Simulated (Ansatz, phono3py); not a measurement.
# ZnO (zincite, P6_3mc): thermal conductivity with phono3py, part 5 of 5

Wanted: the sensitivity of κ of ZnO (zincite) to the choices of the transport step.

Experimental results on record:
- thermal conductivity 60 W/m/K near room temperature (given in “Combining the AFLOW GIBBS and Elastic Libraries to efficiently and robustly screen thermo-mechanical properties of solids”, 2017, arXiv:1611.05714)

Ansatz 0.2.0 and phono3py 4.10.0; DFT LDA, scalar-relativistic, plane waves, PAW; PAW set soft_1 (the session's first sound run).

So far, κ at 300 K (W/m/K): step 3 (relaxation-time solution) 44.6; step 16 (solver RTA with coherences (SMM19)) 44.7; step 17 (delta function Gaussian, sigma 0.01 THz) 43.9; step 18 (delta function Gaussian, sigma 0.1 THz) 44.1; step 20 (without dipole term) 48.9.

### Step 21. A changed mass, third order supercell 3×3×2, supercell 3×3×2

Level of this step: DFT LDA, scalar-relativistic, plane waves, PAW; PAW set soft_1; phono3py on Ansatz's force constants (phono3py).

Changing one mass at fixed force constants separates the effect of mass from that of bonding.

Contents of phono3py.yaml:

```yaml
phono3py:
  version: "4.10.0"
  frequency_unit_conversion_factor: 15.633302
  symmetry_tolerance: 1.00000e-05

physical_unit:
  atomic_mass: "AMU"
  length: "angstrom"

space_group:
  type: "P6_3mc"
  number: 186
  Hall_symbol: "P 6c -2c"

primitive_matrix:
- [  1.000000000000000,  0.000000000000000,  0.000000000000000 ]
- [  0.000000000000000,  1.000000000000000,  0.000000000000000 ]
- [  0.000000000000000,  0.000000000000000,  1.000000000000000 ]

supercell_matrix:
- [   3,   0,   0 ]
- [   0,   3,   0 ]
- [   0,   0,   2 ]

# [primitive_cell block left out]
unit_cell:
  lattice:
  - [     3.187454989807928,     0.000000000000000,     0.000000000000000 ] # a
  - [    -1.593727494903964,     2.760416994593134,     0.000000000000000 ] # b
  - [     0.000000000000000,     0.000000000000000,     5.152403076900000 ] # c
  points:
  - symbol: Zn # 1
    coordinates: [  0.333333333333333,  0.666666666666667,  0.500272443900000 ]
    mass: 65.380000
    reduced_to: 1
  - symbol: Zn # 2
    coordinates: [  0.666666666666667,  0.333333333333333,  0.000272443900000 ]
    mass: 65.380000
    reduced_to: 2
  - symbol: O # 3
    coordinates: [  0.666666666666667,  0.333333333333333,  0.378737556100000 ]
    mass: 15.999000
    reduced_to: 3
  - symbol: O # 4
    coordinates: [  0.333333333333333,  0.666666666666667,  0.878737556100000 ]
    mass: 15.999000
    reduced_to: 4

# [supercell block left out]
phonon_supercell_matrix:
- [   3,   0,   0 ]
- [   0,   3,   0 ]
- [   0,   0,   2 ]

# [phonon_primitive_cell block left out]
# [phonon_supercell block left out]
nac:
  born_effective_charge:
  - # 1 (Zn)
    - [  2.078468671985110,  0.000000000000000,  0.000000000000000 ]
    - [  0.000000000000000,  2.078468671985110,  0.000000000000000 ]
    - [  0.000000000000000,  0.000000000000000,  2.135284121264721 ]
  - # 2 (Zn)
    - [  2.078468671985111,  0.000000000000000,  0.000000000000000 ]
    - [  0.000000000000000,  2.078468671985110,  0.000000000000000 ]
    - [  0.000000000000000,  0.000000000000000,  2.135284121264721 ]
  - # 3 (O)
    - [ -2.078468671985111,  0.000000000000000,  0.000000000000000 ]
    - [  0.000000000000000, -2.078468671985111,  0.000000000000000 ]
    - [  0.000000000000000,  0.000000000000000, -2.135284121264721 ]
  - # 4 (O)
    - [ -2.078468671985111,  0.000000000000000,  0.000000000000000 ]
    - [  0.000000000000000, -2.078468671985110,  0.000000000000000 ]
    - [  0.000000000000000,  0.000000000000000, -2.135284121264721 ]
  dielectric_constant:
    - [  5.064467165531927,  0.000000000000000,  0.000000000000000 ]
    - [  0.000000000000000,  5.064467165531926,  0.000000000000000 ]
    - [  0.000000000000000,  0.000000000000000,  5.118696185417106 ]
  unit_conversion_factor: 14.399645
```

On the command line:

```
$ phono3py phono3py.yaml --mesh 17 17 9 --br --mass 196.140 196.140 15.999 15.999 --ts 100 300 600
```

Log:

```text
[banner, memory and clock lines left out]
Rust backend (phonors) using rayon (8 threads).
Running in phono3py.load mode.
Spglib version 2.8.0
----------------------------- General settings -----------------------------
Run mode: conductivity-RTA
HDF5 data compression filter: gzip
Crystal structure was read from "phono3py.yaml".
Supercell (dim): [3 3 2]
Phonon supercell (dim-fc2): [3 3 2]
Primitive matrix:
  [1. 0. 0.]
  [0. 1. 0.]
  [0. 0. 1.]
Spacegroup: P6_3mc (186)
Use -v option to watch primitive cell, unit cell, and supercell structures.
NAC parameters were read from "phono3py.yaml".
fc3 was read from "fc3.hdf5".
fc2 was read from "fc2.hdf5".
----------------------------- Force constants ------------------------------
Max drift of fc3: -0.00000300 (yyy) -0.00000300 (yyy) -0.00000300 (yyy)
Max drift of fc2: 0.00000900 (zy) 0.00000900 (zy)
--------------------------- Calculation settings ---------------------------
Non-analytical term correction (NAC): True
NAC unit conversion factor:  14.39964
BZ integration: Tetrahedron-method
Temperature:  100.0  300.0  600.0
Cutoff frequency: 0.01
Mesh sampling: [ 17 17 9 ]
Generating grid system ... [ 17 17 9 ]
fc3-r2q-transformation over three atoms: True
--------------------------- Phonon calculations ----------------------------
  PRB 50, 13035(R) (1994), PRB 55, 10355 (1997)
  G-cutoff distance: 1.16, Number of G-points: 313, Lambda: 0.27
Running harmonic phonon calculations...
-------------------- Lattice thermal conductivity (RTA) --------------------
Running heat capacity calculations...
Running velocity calculations...
======================= Grid point 0 (1/165) =======================
q-point: ( 0.00  0.00  0.00)
Boundary mean free path (millimeter): 1000.000
Number of triplets: 165
Frequency     group velocity (x, y, z)     |gv|
  -0.003   (   0.000    0.000    0.000)    0.000
  -0.002   (   0.000    0.000    0.000)    0.000
   0.002   (   0.000    0.000    0.000)    0.000
   1.638   (   0.000   -0.000    0.000)    0.000
   1.638   (   0.000    0.000    0.000)    0.000
   4.539   (   0.000    0.000    0.000)    0.000
  10.897   (   0.000    0.000   -0.000)    0.000
  11.416   (   0.000    0.000    0.000)    0.000
  11.416   (   0.000    0.000    0.000)    0.000
  12.579   (  -0.000    0.000   -0.000)    0.000
  12.579   (   0.000    0.000    0.000)    0.000
  16.492   (   0.000    0.000    0.000)    0.000
======================= Grid point 1 (2/165) =======================
q-point: ( 0.06  0.00  0.00)
Boundary mean free path (millimeter): 1000.000
Number of triplets: 405
Frequency     group velocity (x, y, z)     |gv|
   0.290   (  11.722    6.768    0.000)   13.536
   0.309   (  14.875    8.588    0.000)   17.176
   0.774   (  30.275   17.479    0.000)   34.959
   1.642   (   0.429    0.248    0.000)    0.496
[...]
[162 grid points left out]
======================= Grid point 1321 (165/165) =======================
q-point: ( 0.35  0.29  0.44)
Boundary mean free path (millimeter): 1000.000
Number of triplets: 693
Frequency     group velocity (x, y, z)     |gv|
[...]
4.465   (   0.114   -0.198    2.182)    2.194
   4.478   (   0.620   -1.074    0.992)    1.588
  13.059   (  -0.592    1.026   -1.606)    1.996
  13.114   (   1.570   -2.720   -6.699)    7.399
  14.898   (  -4.490    7.778   11.865)   14.881
  15.145   (  -4.844    8.389  -10.815)   14.519
  16.154   (   2.232   -3.866    2.478)    5.106
  16.175   (   3.221   -5.580    0.544)    6.466
=================== End of collection of collisions ===================
----------- Thermal conductivity (W/m-k) with tetrahedron method -----------
#  T(K)        xx         yy         zz         yz         xz         xy
  100.0      95.876     95.876    118.835     -0.000     -0.000     -0.000
  300.0      22.251     22.251     26.174     -0.000     -0.000     -0.000
  600.0      10.138     10.138     11.812     -0.000     -0.000     -0.000

Thermal conductivity related properties were written into
"kappa-m17179.hdf5".
Summary of calculation was written in "phono3py.yaml".
```

Run time: 39 s. Hardware: 8 threads of Intel Xeon at 2.70GHz, shared host; peak memory 0.1 GiB.

This step gave:

| Quantity | Value |
| --- | --- |
| κ at 300 K | 23.56 W/m/K |
| κ xx, yy, zz at 300 K | 22.25, 22.25, 26.17 W/m/K |

W/m/K. Kappa, by row:

```
T (K)     xx     yy     zz  yz  xz  xy
  100  95.88  95.88  118.8   0   0   0
  300  22.25  22.25  26.17   0   0   0
  600  10.14  10.14  11.81   0   0   0
```

Without isotope scattering in either run, κ at 300 K goes from 50.3 to 23.6 W/(m K).

### Step 22. Mass disorder, third order supercell 3×3×2, supercell 3×3×2

A typed mass variance takes the place of the natural one on the sites of one element, as a model of more or less disorder.

phono3py.yaml is that of step 21.

On the command line:

```
$ phono3py phono3py.yaml --mesh 17 17 9 --br --isotope --mv 0.0005982 0.0005982 0.01 0.01 --ts 100 150 200 300 400 500 600 800
```

Log:

```text
[banner, memory and clock lines left out]
Rust backend (phonors) using rayon (8 threads).
Running in phono3py.load mode.
Spglib version 2.8.0
----------------------------- General settings -----------------------------
Run mode: conductivity-RTA
HDF5 data compression filter: gzip
Crystal structure was read from "phono3py.yaml".
Supercell (dim): [3 3 2]
Phonon supercell (dim-fc2): [3 3 2]
Primitive matrix:
  [1. 0. 0.]
  [0. 1. 0.]
  [0. 0. 1.]
Spacegroup: P6_3mc (186)
Use -v option to watch primitive cell, unit cell, and supercell structures.
NAC parameters were read from "phono3py.yaml".
fc3 was read from "fc3.hdf5".
fc2 was read from "fc2.hdf5".
----------------------------- Force constants ------------------------------
Max drift of fc3: -0.00000300 (yyy) -0.00000300 (yyy) -0.00000300 (yyy)
Max drift of fc2: 0.00000900 (zy) 0.00000900 (zy)
--------------------------- Calculation settings ---------------------------
Non-analytical term correction (NAC): True
NAC unit conversion factor:  14.39964
BZ integration: Tetrahedron-method
Temperature:  100.0  150.0  200.0  300.0  400.0 ... 800.0
Cutoff frequency: 0.01
Mesh sampling: [ 17 17 9 ]
Generating grid system ... [ 17 17 9 ]
fc3-r2q-transformation over three atoms: True
--------------------------- Phonon calculations ----------------------------
  PRB 50, 13035(R) (1994), PRB 55, 10355 (1997)
  G-cutoff distance: 1.16, Number of G-points: 313, Lambda: 0.27
Running harmonic phonon calculations...
-------------------- Lattice thermal conductivity (RTA) --------------------
Running heat capacity calculations...
Running velocity calculations...
Running isotope scattering calculations with tetrahedron method...
======================= Grid point 0 (1/165) =======================
q-point: ( 0.00  0.00  0.00)
Boundary mean free path (millimeter): 1000.000
Mass variance parameters: 5.98e-04 5.98e-04 1.00e-02 1.00e-02
Number of triplets: 165
Frequency     group velocity (x, y, z)     |gv|
  -0.005   (   0.000    0.000    0.000)    0.000
  -0.003   (   0.000    0.000    0.000)    0.000
   0.004   (   0.000    0.000   -0.000)    0.000
   2.699   (   0.000   -0.000    0.000)    0.000
   2.699   (   0.000   -0.000   -0.000)    0.000
   7.822   (  -0.000   -0.000    0.000)    0.000
  11.690   (   0.000    0.000    0.000)    0.000
  12.246   (   0.000   -0.000    0.000)    0.000
  12.246   (   0.000   -0.000    0.000)    0.000
  13.228   (   0.000    0.000   -0.000)    0.000
  13.228   (   0.000    0.000   -0.000)    0.000
  16.577   (   0.000    0.000   -0.000)    0.000
======================= Grid point 1 (2/165) =======================
q-point: ( 0.06  0.00  0.00)
Boundary mean free path (millimeter): 1000.000
Mass variance parameters: 5.98e-04 5.98e-04 1.00e-02 1.00e-02
Number of triplets: 405
Frequency     group velocity (x, y, z)     |gv|
   0.468   (  18.964   10.949    0.000)   21.898
   0.500   (  24.104   13.916    0.000)   27.833
   1.250   (  49.018   28.300    0.000)   56.601
   2.706   (   0.774    0.447    0.000)    0.894
[...]
[162 grid points left out]
======================= Grid point 1321 (165/165) =======================
q-point: ( 0.35  0.29  0.44)
Boundary mean free path (millimeter): 1000.000
Mass variance parameters: 5.98e-04 5.98e-04 1.00e-02 1.00e-02
Number of triplets: 693
Frequency     group velocity (x, y, z)     |gv|
[...]
7.717   (   0.044   -0.076    4.024)    4.025
   7.743   (   1.040   -1.802    1.656)    2.659
  13.627   (  -0.483    0.836   -1.085)    1.452
  13.674   (   1.356   -2.349   -5.411)    6.053
  15.287   (  -4.544    7.870   10.535)   13.913
  15.506   (  -5.094    8.823   -9.541)   13.958
  16.192   (   2.842   -4.922    1.989)    6.021
  16.210   (   3.784   -6.554    0.276)    7.572
=================== End of collection of collisions ===================
----------- Thermal conductivity (W/m-k) with tetrahedron method -----------
#  T(K)        xx         yy         zz         yz         xz         xy
  100.0     113.435    113.435    138.507     -0.000      0.000     -0.000
  150.0      80.017     80.017     94.426     -0.000      0.000     -0.000
  200.0      60.040     60.040     69.423     -0.000      0.000     -0.000
  300.0      39.519     39.519     44.838     -0.000      0.000     -0.000
  400.0      29.541     29.541     33.256     -0.000      0.000     -0.000
  500.0      23.680     23.680     26.551     -0.000      0.000     -0.000
  600.0      19.809     19.809     22.157     -0.000      0.000     -0.000
  800.0      14.984     14.984     16.715     -0.000      0.000     -0.000

Thermal conductivity related properties were written into
"kappa-m17179.hdf5".
Summary of calculation was written in "phono3py.yaml".
```

Elapsed: 39 s, on 8 threads; peak memory 0.1 GiB.

Numbers from this step:

| Property | Result |
| --- | --- |
| κ at 300 K | 41.29 W/m/K |
| κ xx, yy, zz at 300 K | 39.52, 39.52, 44.84 W/m/K |

W/m/K. Kappa, by row:

```
T (K)     xx     yy     zz  yz  xz  xy
  100  113.4  113.4  138.5   0   0   0
  150  80.02  80.02  94.43   0   0   0
  200  60.04  60.04  69.42   0   0   0
  300  39.52  39.52  44.84   0   0   0
  400  29.54  29.54  33.26   0   0   0
  500  23.68  23.68  26.55   0   0   0
  600  19.81  19.81  22.16   0   0   0
  800  14.98  14.98  16.72   0   0   0
```

κ at 300 K goes from 44.6 in the base run to 41.3 W/(m K).

### Step 23. A faulty attempt, third order supercell 3×3×2, supercell 3×3×2

This input was changed on purpose, to see how the program answers.

phono3py.yaml is that of step 22.

On the command line:

```
$ phono3py phono3py.yaml --br --ts 300
```

Log:

```text
Rust backend (phonors) using rayon (8 threads).
Running in phono3py.load mode.
Spglib version 2.8.0
----------------------------- General settings -----------------------------
Run mode: conductivity-RTA
HDF5 data compression filter: gzip
Crystal structure was read from "phono3py.yaml".
Supercell (dim): [3 3 2]
Phonon supercell (dim-fc2): [3 3 2]
Primitive matrix:
  [1. 0. 0.]
  [0. 1. 0.]
  [0. 0. 1.]
Spacegroup: P6_3mc (186)
Use -v option to watch primitive cell, unit cell, and supercell structures.

Mesh numbers have to be specified.

  ___ _ __ _ __ ___  _ __
 / _ \ '__| '__/ _ \| '__|
|  __/ |  | | | (_) | |
 \___|_|  |_|  \___/|_|
```

It took 0.87 s on 8 threads; peak memory 0.08 GiB.

The run ended with an error.

The fault put into the input: no mesh.

### Step 24. What came out

```yaml
kappa_at_300_k_rta_natural_isotopes_mesh_17x17x9: 44.6 W/m/K
kappa_at_300_k_rta_pure_mesh_17x17x9: 50.3 W/m/K
kappa_at_300_k_with_coherences_mesh_17x17x9: 44.7 W/m/K
kappa_at_300_k_no_dipole_term_mesh_17x17x9: 48.9 W/m/K
```

On these constants κ of ZnO (zincite) at 300 K is 44.6 W/(m K) in the base run, by relaxation time; smearing and coherences move that between 43.9 and 44.7. The full solution gives 47.5 W/(m K) (Ansatz's run on the same constants, with coherences). On the same constants and mesh Ansatz's figure, which includes its coherence part, and phono3py's, which doesn't, differ by up to 1.2 %; with phono3py's own coherence part added, which is defined differently, the largest difference is 0.29 %. The last step of the mesh series (21x21x11 to 25x25x15) moves κ at 300 K by +1.1 %, while the coarsest mesh gives 73 % of the densest value. Normal processes make 55 % of the three-phonon scattering at 300 K, weighting modes by their heat capacity. A boundary length of 0.01 µm leaves 18 % of κ at 300 K. A boundary length of 0.3 µm leaves 71 % of κ at 300 K. Scaling the mass of Zn by 3 at fixed force constants, a model exercise, multiplies the isotope-free κ by 0.468. A mass variance of 0.01 on the O sites, typed in place of the natural one, gives 93 % of the base value. A measured thermal conductivity near room temperature is 60 W/m/K (arXiv:1611.05714); the calculated 47.5 W/m/K differs by -21 %. Missing scattering can't explain a value that is too low; the supercell, the cutoff, the meshes, the functional and the use of 0 K frequencies can. The PAW files were made for PBE and are used here under another functional, for which the program regenerates the frozen cores.

[Logs are printed without paths, hosts, clocks, repeated set-up lines and the standing remarks that a program may print on its own settings, such as how far it seeks lower states.]

[Hosts, paths, dates, database ids (printed as entryN), source tags and the programs' standing remarks are cut or masked in the printed files.]

[A step with changed settings may run another functional than the one named; its input shows which.]
